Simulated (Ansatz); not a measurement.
**Lattice dynamics of MgSc (Pm-3m)**

How does MgSc (Pm-3m) vibrate, and is this structure a minimum?

Calculated with Ansatz 0.2.0; DFT PBEsol, scalar-relativistic, plane waves, PAW.

### Step 1. The starting structure

It takes space group Pm-3m (No. 221, cubic). Conventional cell: a = 3.596 Å, b = 3.596 Å, c = 3.596 Å, α = 90.00°, β = 90.00°, γ = 90.00°. Mg has 8 Sc at 3.11 Å nearest. Nearest to Sc lie 8 Mg at 3.11 Å. Farther neighbours are not listed.

### Step 2. Relaxation

The cell and atoms are relaxed, since residual forces and stress would shift the frequencies.

Input file input.yaml:

```yaml
crystal:
  lattice:
    - [3.59645124, 0.0, 0.0]
    - [0.0, 3.59645124, 0.0]
    - [0.0, 0.0, 3.59645124]
  atoms:
    - { symbol: Mg, position: [0.0, 0.0, 0.0] }
    - { symbol: Sc, position: [0.5, 0.5, 0.5] }
kpoints:
  mp_grid: { grid: [10, 10, 10] }
hamiltonian:
  xc: pbesol
scf:
  occupations: { method: gaussian, width: 0.1 }
output:
  forces: true
  stress: true
  eigenvalues: true
relax:
  adjacent_minimum: "off"
  f_tol: 0.005
  max_steps: 80
  cell: { stress_tol: 0.05 }
```

Run with:

```console
$ ansatz run input.yaml --threads 4 --pin off --max-ram 7168MiB --backend cpu --events-out ev --progress --plain --runs-dir out
```

Numbers of over 12 decimals in the logs are rounded to 6 here.

What it wrote:

```text
Engine: ansatz 0.2.0, aarch64-unknown-linux-gnu
Pseudopotentials: kind: paw
Pseudopotential: Mg, paw, valence charge 10, recommended cutoff 420 eV (normal), Mg.paw.azcp
Pseudopotential: Sc, paw, valence charge 11, recommended cutoff 420 eV (normal), Sc.paw.azcp
Functional definition: PBEsol
  exchange = pbesol_x
  correlation = pbesol_c
Crystal: 2 atoms, lattice volume = 46.518 Å³
Basis set: ecut = 420 eV, 925 PW (Γ), exchange–correlation on 50×50×50 points (8 copies of the dense FFT grid, shifted against one another)
Bands: 15, of which v1, the nominal top of the filled ones, is band 11 counted from 1 (10 counted from 0)
Symmetry: 48 space group operations
Space group: Pm-3m (ITA 221), of the structure as read, at distance tolerance 3.6e-5 Å
k-points: 56 of 1000
Non-local potential: Mg, projectors of the file, l = 0: 3, l = 1: 2, l = 2: 1
Non-local potential: Sc, projectors of the file, l = 0: 3, l = 1: 2, l = 2: 3, l = 3: 1
PAW form: soft (Blöchl's): semilocal exchange-correlation on the pseudo side does not see the compensation charge
PAW frozen core: Mg, regenerated for the run's functional, and the local potential with it (the file was generated under x = pbe(κ = 0.804, μ = 0.219515), c = pbe(β = 0.066725))
PAW frozen core: Sc, regenerated for the run's functional, and the local potential with it (the file was generated under x = pbe(κ = 0.804, μ = 0.219515), c = pbe(β = 0.066725))
PAW one-centre angular grid: Mg, 110 points (default); XC on 64 Gauss nodes
PAW one-centre angular grid: Sc, 590 points (default); XC on 64 Gauss nodes
Initial density: superposition of atomic densities (neutral atoms: chi_scale 0, normalization atom), corrected by the library's trained network
Initial wavefunctions: pseudopotential atomic-orbital guess
Functional: x = pbesol(κ = 0.804, μ = 0.123457), c = pbesol(β = 0.046)
SCF iter   1: F=—  HF=-4023.487669 eV  |F-HF|=—  |Δ(HF+E_count)|=         —  Δρ=4.04e-3  dr2=8.06e-3  ethr=1.77e-3  ⟨swp⟩=4.9  Hψ=3702  notcnv=0
preconditioner: auto → none  [metal: Δε(μ)=0.028 eV  Ē_g=3.689 eV  σ=0.100 eV  W_gap=0.16  n_scr=6 (ndim 8)  ℏωp=12.2 eV  f_vac=0.000  D(μ)=2.56/eV (n_scr^D=26)  sad-step TF]
SCF iter   2: F=—  HF=-4023.484964 eV  |F-HF|=—  |Δ(HF+E_count)|=   2.70e-3  Δρ=2.32e-3  dr2=3.08e-3  ethr=3.84e-5  ⟨swp⟩=2.0  Hψ=1509  notcnv=0
SCF iter   3: F=—  HF=-4023.484137 eV  |F-HF|=—  |Δ(HF+E_count)|=   8.27e-4  Δρ=2.53e-4  dr2=4.14e-5  ethr=1.47e-5  ⟨swp⟩=2.6  Hψ=1300  notcnv=0
SCF iter   4: F=—  HF=-4023.484196 eV  |F-HF|=—  |Δ(HF+E_count)|=   5.88e-5  Δρ=5.69e-5  dr2=1.48e-6  ethr=1.97e-7  ⟨swp⟩=2.7  Hψ=1341  notcnv=0
SCF iter   5: F=—  HF=-4023.484196 eV  |F-HF|=—  |Δ(HF+E_count)|=   3.01e-7  Δρ=1.65e-5  dr2=1.42e-7  ethr=7.05e-9  ⟨swp⟩=2.7  Hψ=1393  notcnv=0
SCF iter   6: F=-4023.484196 eV  HF=-4023.484196 eV  |F-HF|=5.31e-9  |Δ(HF+E_count)|=   3.17e-8  Δρ=3.45e-6  dr2=8.05e-9  ethr=4.76e-10  ⟨swp⟩=5.0  Hψ=3235  notcnv=0
SCF 1 converged in 6 iterations: F = -4023.484196 eV  dr2 = 8.05e-9
  greatest PAW one-centre occupation: 1.000 electrons in one spin orbital (limit 2), on the Mg atom at site 0 (counted from 0), in its partial waves of l = 0
relax step   1: F+E_penalty+E_count = -4023.48419566 eV  Δ(F+E_penalty+E_count) = +0.000e0 eV  max|allowed force component| = 4.443e-29 eV/Å  Δτ_max = 0.0000 Å  P = -1.387 GPa  Ω = 46.518 Å³  (6 SCF iters, dr2 threshold 1.00e-7 eV, accepted)
Crystal: 2 atoms, lattice volume = 45.082 Å³
Basis set: ecut = 420 eV, 895 PW (Γ), exchange–correlation on 50×50×50 points (8 copies of the dense FFT grid, shifted against one another)
Initial density: handed on by an earlier stage of this run
Initial wavefunctions: those handed on with the density
iter 1 solved again at ethr=2.52e-7 eV; its pass at ethr=3.10e-3 eV (dr2=5.29e-5 eV) is discarded
SCF iter   1: F=—  HF=-4023.489909 eV  |F-HF|=—  |Δ(HF+E_count)|=         —  Δρ=3.56e-4  dr2=5.83e-5  ethr=2.52e-7  ⟨swp⟩=3.1  Hψ=5572  notcnv=0
preconditioner: auto → none  [metal: Δε(μ)=0.055 eV  Ē_g=3.752 eV  σ=0.100 eV  W_gap=0.29  n_scr=6 (ndim 8)  ℏωp=12.4 eV  f_vac=0.000  D(μ)=2.55/eV (n_scr^D=26)]
SCF iter   2: F=—  HF=-4023.489935 eV  |F-HF|=—  |Δ(HF+E_count)|=   2.60e-5  Δρ=1.62e-4  dr2=1.14e-5  ethr=2.52e-7  ⟨swp⟩=1.9  Hψ=912  notcnv=0
iter 3 did not close the SCF: its close was put off for the readings that it lacked (scf_convergence_deferred on its scf_iter line)
SCF iter   3: F=-4023.489930 eV  HF=-4023.489930 eV  |F-HF|=1.30e-8  |Δ(HF+E_count)|=   4.88e-6  Δρ=1.28e-5  dr2=2.83e-8  ethr=5.45e-8  ⟨swp⟩=2.0  Hψ=1413  notcnv=0
iter 4 did not close the SCF: its close was put off for the readings that it lacked (scf_convergence_deferred on its scf_iter line)
SCF iter   4: F=-4023.489930 eV  HF=-4023.489930 eV  |F-HF|=1.19e-9  |Δ(HF+E_count)|=   1.30e-9  Δρ=2.35e-6  dr2=2.03e-9  ethr=1.35e-10  ⟨swp⟩=2.0  Hψ=1427  notcnv=0
iter 5 did not close the SCF: its close was put off for the readings that it lacked (scf_convergence_deferred on its scf_iter line)
SCF iter   5: F=-4023.489930 eV  HF=-4023.489930 eV  |F-HF|=1.56e-10  |Δ(HF+E_count)|=   1.42e-9  Δρ=8.09e-7  dr2=3.36e-10  ethr=9.68e-12  ⟨swp⟩=2.9  Hψ=1388  notcnv=0
SCF iter   6: F=-4023.489930 eV  HF=-4023.489930 eV  |F-HF|=2.27e-12  |Δ(HF+E_count)|=  5.91e-12  Δρ=1.11e-7  dr2=3.85e-12  ethr=1.60e-12  ⟨swp⟩=1.2  Hψ=2272  notcnv=0
SCF 2 converged in 6 iterations: F = -4023.489930 eV  dr2 = 3.85e-12
relax step   2: F+E_penalty+E_count = -4023.48993018 eV  Δ(F+E_penalty+E_count) = -5.735e-3 eV  max|allowed force component| = 1.262e-29 eV/Å  Δτ_max = 0.0000 Å  P = +0.159 GPa  Ω = 45.082 Å³  energy of the carried Pulay correction = +6.336e-5 eV  (6 SCF iters, dr2 threshold 2.00e-7 eV, accepted)
Crystal: 2 atoms, lattice volume = 45.226 Å³
iter 1 solved again at ethr=2.94e-8 eV; its pass at ethr=3.10e-3 eV (dr2=6.17e-6 eV) is discarded
SCF iter   1: F=—  HF=-4023.489940 eV  |F-HF|=—  |Δ(HF+E_count)|=         —  Δρ=3.69e-5  dr2=6.34e-7  ethr=2.94e-8  ⟨swp⟩=3.0  Hψ=4805  notcnv=0
preconditioner: auto → none  [metal: Δε(μ)=0.054 eV  Ē_g=3.741 eV  σ=0.100 eV  W_gap=0.28  n_scr=6 (ndim 8)  ℏωp=12.3 eV  f_vac=0.000  D(μ)=2.56/eV (n_scr^D=26)]
SCF iter   2: F=—  HF=-4023.489992 eV  |F-HF|=—  |Δ(HF+E_count)|=   5.21e-5  Δρ=1.72e-5  dr2=1.30e-7  ethr=3.02e-9  ⟨swp⟩=2.0  Hψ=948  notcnv=0
iter 3 did not close the SCF: its close was put off for the readings that it lacked (scf_convergence_deferred on its scf_iter line)
SCF iter   3: F=-4023.489992 eV  HF=-4023.489992 eV  |F-HF|=9.73e-11  |Δ(HF+E_count)|=   5.12e-8  Δρ=8.33e-7  dr2=3.67e-10  ethr=6.18e-10  ⟨swp⟩=2.0  Hψ=1423  notcnv=0
iter 4 did not close the SCF: its close was put off for the readings that it lacked (scf_convergence_deferred on its scf_iter line)
SCF iter   4: F=-4023.489992 eV  HF=-4023.489992 eV  |F-HF|=3.00e-11  |Δ(HF+E_count)|=  3.40e-10  Δρ=2.31e-7  dr2=4.05e-11  ethr=1.75e-12  ⟨swp⟩=2.0  Hψ=1440  notcnv=0
iter 5 did not close the SCF: its close was put off for the readings that it lacked (scf_convergence_deferred on its scf_iter line)
SCF iter   5: F=-4023.489992 eV  HF=-4023.489992 eV  |F-HF|=4.55e-13  |Δ(HF+E_count)|=  1.27e-11  Δρ=4.21e-8  dr2=5.91e-13  ethr=1.00e-12  ⟨swp⟩=1.4  Hψ=869  notcnv=0
SCF iter   6: F=-4023.489992 eV  HF=-4023.489992 eV  |F-HF|=9.09e-13  |Δ(HF+E_count)|=    0.00e0  Δρ=1.29e-8  dr2=3.43e-14  ethr=1.00e-12  ⟨swp⟩=1.2  Hψ=1921  notcnv=0
SCF 3 converged in 6 iterations: F = -4023.489992 eV  dr2 = 3.43e-14
relax step   3: F+E_penalty+E_count = -4023.48999236 eV  Δ(F+E_penalty+E_count) = -6.219e-5 eV  max|allowed force component| = 6.356e-30 eV/Å  Δτ_max = 0.0000 Å  P = -0.006 GPa  Ω = 45.226 Å³  energy of the carried Pulay correction = +5.692e-5 eV  (6 SCF iters, dr2 threshold 6.35e-8 eV, accepted)
Basis set: ecut = 420 eV, 895 PW (Γ), exchange–correlation on 48×48×48 points (8 copies of the dense FFT grid, shifted against one another)
Initial wavefunctions: pseudopotential atomic-orbital guess (no wavefunctions were taken with the density)
iter 1 solved again at ethr=5.03e-8 eV; its pass at ethr=3.10e-3 eV (dr2=1.06e-5 eV) is discarded
SCF iter   1: F=—  HF=-4023.489925 eV  |F-HF|=—  |Δ(HF+E_count)|=         —  Δρ=1.96e-5  dr2=2.27e-8  ethr=5.03e-8  ⟨swp⟩=3.2  Hψ=6342  notcnv=0
SCF iter   2: F=—  HF=-4023.489931 eV  |F-HF|=—  |Δ(HF+E_count)|=   5.45e-6  Δρ=1.00e-5  dr2=5.80e-9  ethr=1.08e-10  ⟨swp⟩=2.8  Hψ=1527  notcnv=0
SCF iter   3: F=—  HF=-4023.489931 eV  |F-HF|=—  |Δ(HF+E_count)|=   5.28e-9  Δρ=1.02e-6  dr2=2.85e-10  ethr=2.76e-11  ⟨swp⟩=2.0  Hψ=1328  notcnv=0
iter 4 did not close the SCF: its close was put off for the readings that it lacked (scf_convergence_deferred on its scf_iter line)
SCF iter   4: F=-4023.489931 eV  HF=-4023.489931 eV  |F-HF|=4.55e-13  |Δ(HF+E_count)|=  2.09e-11  Δρ=2.09e-7  dr2=1.37e-11  ethr=1.35e-12  ⟨swp⟩=2.1  Hψ=1326  notcnv=0
iter 5 did not close the SCF: its close was put off for the readings that it lacked (scf_convergence_deferred on its scf_iter line)
SCF iter   5: F=-4023.489931 eV  HF=-4023.489931 eV  |F-HF|=4.55e-13  |Δ(HF+E_count)|=  3.18e-12  Δρ=4.60e-8  dr2=3.59e-13  ethr=1.00e-12  ⟨swp⟩=1.0  Hψ=840  notcnv=0
iter 6 did not close the SCF: its close was put off for the readings that it lacked (scf_convergence_deferred on its scf_iter line)
SCF iter   6: F=-4023.489931 eV  HF=-4023.489931 eV  |F-HF|=4.55e-13  |Δ(HF+E_count)|=  4.55e-13  Δρ=5.16e-9  dr2=2.05e-14  ethr=1.00e-12  ⟨swp⟩=1.0  Hψ=840  notcnv=0
iter 7 did not close the SCF: its close was put off for the readings that it lacked (scf_convergence_deferred on its scf_iter line)
SCF iter   7: F=-4023.489931 eV  HF=-4023.489931 eV  |F-HF|=4.55e-13  |Δ(HF+E_count)|=  9.09e-13  Δρ=2.71e-9  dr2=4.54e-15  ethr=1.00e-12  ⟨swp⟩=1.0  Hψ=840  notcnv=0
SCF iter   8: F=-4023.489931 eV  HF=-4023.489931 eV  |F-HF|=0.00e0  |Δ(HF+E_count)|=  9.09e-13  Δρ=5.69e-10  dr2=2.34e-16  ethr=1.00e-12  ⟨swp⟩=2.8  Hψ=2599  notcnv=0
SCF 4 converged in 8 iterations: F = -4023.489931 eV  dr2 = 2.34e-16
relax step   4: F+E_penalty+E_count = -4023.48993066 eV  Δ(F+E_penalty+E_count) = +6.171e-5 eV  max|allowed force component| = 3.192e-30 eV/Å  Δτ_max = 0.0000 Å  P = -0.005 GPa  Ω = 45.226 Å³  stress off target by 5.36e-3 GPa  SCF on the basis re-selected at this cell (its energy is not comparable with the rows above)  (8 SCF iters)
basis re-selected at this cell: Δ(F+E_penalty+E_count) = +6.171e-5 eV, ΔP = +0.001 GPa vs the last step (what re-selecting the basis moved, of the pressure what is left beyond the Pulay correction that the steps carried, after the strain that the cell walked since its last selection, with what the two solves' SCF thresholds leave and, on support functions, any second-order correction that the steps lacked; it is no measure of the basis error at this ecutwfc). The dense FFT grid was sized anew with the basis: this SCF ran on 24×24×24 points, the steps before it on 25×25×25, so part of this shift can come from that change (see relax.cell in the input reference). [rest of the remark cut]
SCF converged after 8 iterations
Free energy (F): -4023.489931 eV
Harris-Foulkes:  -4023.489931 eV  (|F-HF|=0.00e0)
Internal energy: -4023.477145 eV  (E = F + TS)
E sigma→0 (E₀):  -4023.483538 eV
Entropy (-TS):   -0.012785 eV (-6.393 meV/atom)
Fermi energy:    7.761158 eV
--- Per-component energies (eV) ---
  E_band       = -512.756722
  E_kinetic    = 335.232362
  E_local      = -2421.270025  (includes V_loc(G=0)·N_el)
  E_nonlocal   = 180.517373
  E_hartree    = 849.641388
  E_xc         = -131.408265
  E_vxc        = -164.922473  (∫ρ·V_xc dr)
  E_paw        = -1212.720387  (= ΣΔE_a)
  E_vpaw       = -141.596745  (= ΣTr[D̂ρ^β])
  E_aug_tail   = 0.000011  (compensation charges beyond the density's cutoff)
  E_ewald      = -1623.657489
  E_core_change = 0.187887  (= ΣΔE_core)
  E_smearing   = -0.012785  (= −TS)
  E_closure    = 0.000000  (closes the sum)
  Σ components = -4023.489931   (vs F -4023.489931, Δ=0.00e0)
--- Forces (eV/Å), atoms counted from 1 ---
  atom   1  Mg     0.00000000    -0.00000000    -0.00000000
  atom   2  Sc    -0.00000000     0.00000000     0.00000000
  max |Σ_I F_I| component: 6.24e-30 eV/Å
--- Stress (GPa, compression-positive) ---
       -0.005361      -0.000000       0.000000
       -0.000000      -0.005361      -0.000000
        0.000000      -0.000000      -0.005361
  P = ⅓ Tr σ = -0.0054 GPa (-0.054 kbar)
--- Band table (eV; the first three rows and the last of 56) ---
  k-point 0: bands = [... 7 lower, -20.4223, 1.7362, 7.6331, 7.6331, 10.2343, 10.2343, 10.2343, 13.0737]
  k-point 1: bands = [... 7 lower, -20.4216, 1.8664, 7.5909, 7.6845, 10.0729, 10.0729, 10.2472, 12.4641]
  k-point 2: bands = [... 7 lower, -20.4196, 2.2502, 7.3506, 7.8261, 9.7295, 9.7295, 10.2812, 11.5606]
  k-point 55: bands = [... 7 lower, -20.4945, 6.7830, 6.7830, 6.7830, 10.7970, 10.7970, 10.7970, 10.9961]
--- Relaxed structure (3 steps of the walk, 3 accepted, 1 SCFs on fresh bases) ---
  F+E_penalty+E_count = -4023.48993066 eV   max|allowed force component| = 3.192e-30 eV/Å   (the final SCF, on the basis selected at the relaxed cell)
  cell:  # Å, volume = 45.2261 Å³
    - [3.562840, 0, 0.0]
    - [0, 3.562840, 0]
    - [0.0, 0, 3.562840]
  atoms:
    - { symbol: Mg, position: [0, 0, 0] }
    - { symbol: Sc, position: [0.5, 0.5, 0.5] }
```

It took 4.8 s on 4 threads of Arm Neoverse N1, shared host; peak memory 0.35 GiB; 17 s of CPU time.

The steps of the relaxation:

| step | energy less that of the first step (eV) | largest force component (eV/Å) | pressure (GPa) | volume (Å³) |
| --- | --- | --- | --- | --- |
| 1 | 0.0000 | 0.0000 | -1.39 | 46.52 |
| 2 | -0.0057 | 0.0000 | 0.16 | 45.08 |
| 3 | -0.0058 | 0.0000 | -0.01 | 45.23 |
| 4* | -0.0057 | 0.0000 | -0.01 | 45.23 |

Relaxation steps marked * repeat the geometry before them on a plane-wave basis chosen anew for their cell, so energy and pressure can jump there.

Forces are held to the 48 operations that the run works with; a distortion that breaks them can't arise in this run.

| conventional cell, symmetrised | before | after | change |
| --- | --- | --- | --- |
| a (Å) | 3.596 | 3.563 | -0.9 % |
| b (Å) | 3.596 | 3.563 | -0.9 % |
| c (Å) | 3.596 | 3.563 | -0.9 % |
| volume (Å³/atom) | 23.26 | 22.61 | -2.8 % |

Final coordinates:

```
Mg Sc
1.0
     3.56284    0.00000    0.00000
     0.00000    3.56284    0.00000
     0.00000    0.00000    3.56284
Mg Sc
1 1
Direct
  0.00000 0.00000 0.00000
  0.50000 0.50000 0.50000
```

This step gave:

```yaml
pressure: -0.005361 GPa
volume_per_atom: 22.61 Å³
gap_on_the_k_mesh: 0 eV
```

In this step the volume went from 23.26 to 22.61 Å³/atom.

### Step 3. Relaxing to small forces for the phonons

Phonons need a cell at rest on their own settings, so the relaxation is repeated with tight tolerances on forces and stress on the k mesh and occupations of the first response run.

Input file input.yaml:

```yaml
crystal:
  lattice:
    - [3.5628400337, 0.0, 0.0]
    - [0.0, 3.5628400337, 0.0]
    - [0.0, 0.0, 3.5628400337]
  atoms:
    - { symbol: Mg, position: [0.0, 0.0, 0.0] }
    - { symbol: Sc, position: [0.5, 0.5, 0.5] }
kpoints:
  mp_grid: { grid: [12, 12, 12] }
hamiltonian:
  xc: pbesol
scf:
  occupations: { method: methfessel_paxton, width: 0.15 }
output:
  forces: true
  stress: true
  eigenvalues: true
relax:
  adjacent_minimum: "off"
  f_tol: 0.001
  max_steps: 60
  cell: { stress_tol: 0.01 }
```

What it wrote:

```text
[...]
Crystal: 2 atoms, lattice volume = 45.226 Å³
Basis set: ecut = 420 eV, 895 PW (Γ), exchange–correlation on 48×48×48 points (8 copies of the dense FFT grid, shifted against one another)
Bands: 15, of which v1, the nominal top of the filled ones, is band 11 counted from 1 (10 counted from 0)
Symmetry: 48 space group operations
[...]
k-points: 84 of 1728
[...]
k-point 83: bands = [... 7 lower, -20.5007, 6.7814, 6.7814, 6.7814, 10.7963, 10.7963, 10.7963, 10.9907]
--- Relaxed structure (1 steps of the walk, 1 accepted, 1 SCFs on fresh bases) ---
[...]
cell:  # Å, volume = 45.2261 Å³
    - [3.5628400337, 0.0, 0.0]
    - [0.0, 3.5628400337, 0.0]
    - [0.0, 0.0, 3.5628400337]
  atoms:
    - { symbol: Mg, position: [0.0, 0.0, 0.0] }
    - { symbol: Sc, position: [0.500000, 0.500000, 0.500000] }
[key lines of the parts left out:]
SCF converged after 5 iterations
Free energy (F): -4023.482661 eV
Fermi energy:    7.756360 eV
P = ⅓ Tr σ = -0.0000 GPa (-0.000 kbar)
```

It took 3.5 s on 4 threads; peak memory 0.37 GiB; 11 s of CPU time.

Little changed from the start: no atom moved by 0.005 Å and no cell edge by 0.1 %.

This step gave:

| Item | Value |
| --- | --- |
| pressure | -1.98e-5 GPa |

The forces vanish by symmetry and the pressure is 0.000 GPa, within the tolerances set. The cell now holds 22.61 Å³/atom.

### Step 4. Zone-centre response

The zone centre comes first: it holds the modes that light can see, as far as symmetry allows. No field response is asked, since the mesh shows no gap.

input.yaml, the sections that differ from step 3:

```yaml
output:
  eigenvalues: true
phonons:
  method: dfpt
# crystal, kpoints, hamiltonian, scf: as in step 3
# relax: removed
```

What it wrote:

```text
[...]
Crystal: 2 atoms, lattice volume = 45.226 Å³
Basis set: ecut = 420 eV, 895 PW (Γ), exchange–correlation on 48×48×48 points (8 copies of the dense FFT grid, shifted against one another)
Bands: 15, of which v1, the nominal top of the filled ones, is band 11 counted from 1 (10 counted from 0)
Symmetry: 48 space group operations
k-points: 196 of 1728 (irreducible under 8 space group operations, time reversal used)
[...]
SCF iter   1: F=—  HF=-4023.486611 eV  |F-HF|=—  |Δ(HF+E_count)|=         —  Δρ=4.27e-3  dr2=8.96e-3  ethr=1.77e-3  ⟨swp⟩=4.9  Hψ=12893  notcnv=0
[...]
SCF iter   8: F=-4023.482661 eV  HF=-4023.482661 eV  |F-HF|=9.09e-13  |Δ(HF+E_count)|=  7.96e-11  S|Δr|=    0.00e0  Δρ=4.83e-8  dr2=4.34e-13  ethr=1.00e-12  ⟨swp⟩=4.7  Hψ=14135  notcnv=0
SCF 1 converged in 8 iterations: F = -4023.482661 eV  dr2 = 4.34e-13
[...]
DFPT response loops at Γ: preconditioner auto → Kerker (q_TF=auto, 2.401 Å⁻¹) (partly filled bands, converged f_vac=0.000); β = 1.00, the filter's whole step (`scf.mixing.beta` (0.50) is not read by the response loops under this deck's `scf.mixing.preconditioner`; to damp them name `kerker` or `kerker_dos`, under which they read `scf.mixing.beta`, and type it under 1.00, their step now; both keys bind the ground state too); Broyden in place of MSR1
SCF converged after 8 iterations
[...]
Free energy (F): -4023.482661 eV
[...]
Internal energy: -4023.480587 eV  (E = F + TS)
E sigma→0 (E₀):  -4023.482143 eV
Entropy (-TS):   -0.002074 eV (-1.037 meV/atom)
Fermi energy:    7.756360 eV
[...]
--- Band table (eV; the first three rows and the last of 196) ---
  k-point 0: bands = [... 7 lower, -20.4285, 1.7363, 7.6301, 7.6301, 10.2297, 10.2297, 10.2297, 13.0738]
  k-point 1: bands = [... 7 lower, -20.4280, 1.8268, 7.6031, 7.6660, 10.1143, 10.1143, 10.2387, 12.6206]
  k-point 2: bands = [... 7 lower, -20.4266, 2.0951, 7.4652, 7.7677, 9.8463, 9.8463, 10.2635, 11.8272]
  k-point 195: bands = [... 7 lower, -20.5007, 6.7814, 6.7814, 6.7814, 10.7963, 10.7963, 10.7963, 10.9907]
--- Phonons (Γ-DFPT): 2 representative perturbations + reference, on 196 of 1728 k-points (Σ response iterations 6) ---
  k mesh reduced under 8 symmetry operations, with k and −k counted as one. Each operation leaves every solved perturbation unchanged. A smaller set is not used because it would not reduce the number of displacements times k-points to solve
  ASR residual: 6.334e-5 → 0.000e0 eV/Å²; symmetrization residual: 2.730e-6 eV/Å²
  ASR residual per site (eV/Å²): 6.33e-5 5.34e-6
  Γ frequencies (cm⁻¹): 0.00 0.00 0.00 265.48 265.48 265.48
  non-analytic LO–TO correction: not included (Born effective charges unavailable; polar crystals: no LO–TO splitting at Γ)
```

Wall time 13 s (4 threads); peak memory 0.66 GiB; 49 s of CPU time.

Reading the cycles: dr2 is the Hartree energy of the density residual (eV), the measure of convergence; HF is the Harris–Foulkes estimate of the energy, which meets the free energy F at convergence.

Numbers from this step:

* sum-rule residual before enforcement: 6.33e-5 eV/Å²
* point group: m-3m
* highest optical mode at the zone centre (no LO-TO term): 265.5 cm⁻¹
* lowest optical zone-centre mode: 265.5 cm⁻¹

Patterns of degenerate modes are one choice out of their space. Modes at Γ, with each element's share of the kinetic energy:

| mode | frequency (cm⁻¹) | symmetry | Mg % | Sc % |
| --- | --- | --- | --- | --- |
| 1 | 0.0 | acoustic | 35 | 65 |
| 2 | 0.0 | acoustic | 35 | 65 |
| 3 | 0.0 | acoustic | 35 | 65 |
| 4 | 265.5 | T1u | 65 | 35 |
| 5 | 265.5 | T1u | 65 | 35 |
| 6 | 265.5 | T1u | 65 | 35 |

Displacements in mode 5 (265.5 cm⁻¹), the largest set to 1:
```
Mg1  0.00  0.00  1.00
Sc2  0.00  0.00 -0.54
```

Before it was imposed, the acoustic sum rule was missed by 6.3e-5 eV/Å². Small misses are needed for a sound result but don't prove that mesh and cutoff are converged. The lowest optical mode is real, 265 cm⁻¹.

(Part 1 of 2 ends here.)

[Logs are printed without paths, hosts, clocks, repeated set-up lines and the standing remarks that a program may print on its own settings, such as how far it seeks lower states.]

[Hosts, paths, dates, database ids (printed as entryN), source tags and the programs' standing remarks are cut or masked in the printed files.]
